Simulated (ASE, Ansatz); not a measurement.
## Finding the fault: 1/2<111> screw dislocation dipole in Li (120 atoms)

Program: Ansatz 0.2.0. The cell: 120 Li.

The input, input.yaml:

```yaml
crystal:
  lattice:
    - [34.39084, 0.0, 0.0]
    - [0.0, 24.81945, -1.51985]
    - [0.0, 0.0, 3.03975]
  atoms:
    - { symbol: Li, position: [0.87097, 0.10434, 0.1238] }
    - { symbol: Li, position: [0.95626, 0.10313, 0.25545] }
    - { symbol: Li, position: [0.74822, 0.00799, 0.19633] }
    - { symbol: Li, position: [0.84016, 0.00336, 0.4587] }
    - { symbol: Li, position: [0.91642, 0.01802, 0.59176] }
    - { symbol: Li, position: [0.86593, 0.30016, 0.22886] }
    - { symbol: Li, position: [0.95178, 0.29004, 0.6718] }
    - { symbol: Li, position: [0.74392, 0.2081, 0.20103] }
    - { symbol: Li, position: [0.83384, 0.20729, 0.68517] }
    - { symbol: Li, position: [0.91337, 0.20085, 0.15498] }
    - { symbol: Li, position: [0.63521, 0.10947, 0.33131] }
    - { symbol: Li, position: [0.70562, 0.12327, 0.64211] }
    - { symbol: Li, position: [0.79158, 0.11385, 0.67293] }
    - { symbol: Li, position: [0.4871, 0.00305, 0.55771] }
    - { symbol: Li, position: [0.58218, 0.01654, 0.15316] }
    - { symbol: Li, position: [0.66179, 0.01364, 0.72136] }
    - { symbol: Li, position: [0.86511, 0.50446, 0.00014] }
    - { symbol: Li, position: [0.94749, 0.48175, 0.58835] }
    [... 96 atom lines left out ...]
    - { symbol: Li, position: [0.29094, 0.88075, 0.87078] }
    - { symbol: Li, position: [0.00956, 0.80276, 0.17303] }
    - { symbol: Li, position: [0.09054, 0.78475, 0.4035] }
    - { symbol: Li, position: [0.17121, 0.76251, 0.80013] }
    - { symbol: Li, position: [0.0374, 0.69255, 0.87894] }
    - { symbol: Li, position: [0.04535, 0.89544, 0.73985] }
kpoints:
  mp_grid: { grid: [1, 1, 7] }
hamiltonian:
  xc: pbesol
scf:
  max_iter: 100
output:
  forces: true
```

The run is started by

```bash
$ ansatz run input.yaml --threads 32 --pin off --max-ram 143360MiB --backend cuda --events-out ev --progress --plain --runs-dir out
```

Log:

```text
Error: YAML parse error: `scf.occupations.method` is required: fixed only where the cell keeps a band gap throughout the run, explicit beside scf.occupations.values (under evaluate: without them), else a smearing such as fermi_dirac (scf.occupations.width is optional; its entry in the input reference gives the default)
```

Run time: 0.01 s. Hardware: 32 threads of Arm Neoverse V2, shared host; peak memory 0.14 GiB; 0.01 s of CPU time.

Q: Name the fault and the fix.

No occupation method: scf.occupations removed.

The fix is to set scf.occupations back to {"method": "cold", "width": 0.15}.

The program refused it before any cycle.

[Logs are printed without paths, hosts, clocks, repeated set-up lines and the standing remarks that a program may print on its own settings, such as how far it seeks lower states.]

[Hosts, paths, dates, database ids (printed as entryN), source tags and the programs' standing remarks are cut or masked in the printed files.]
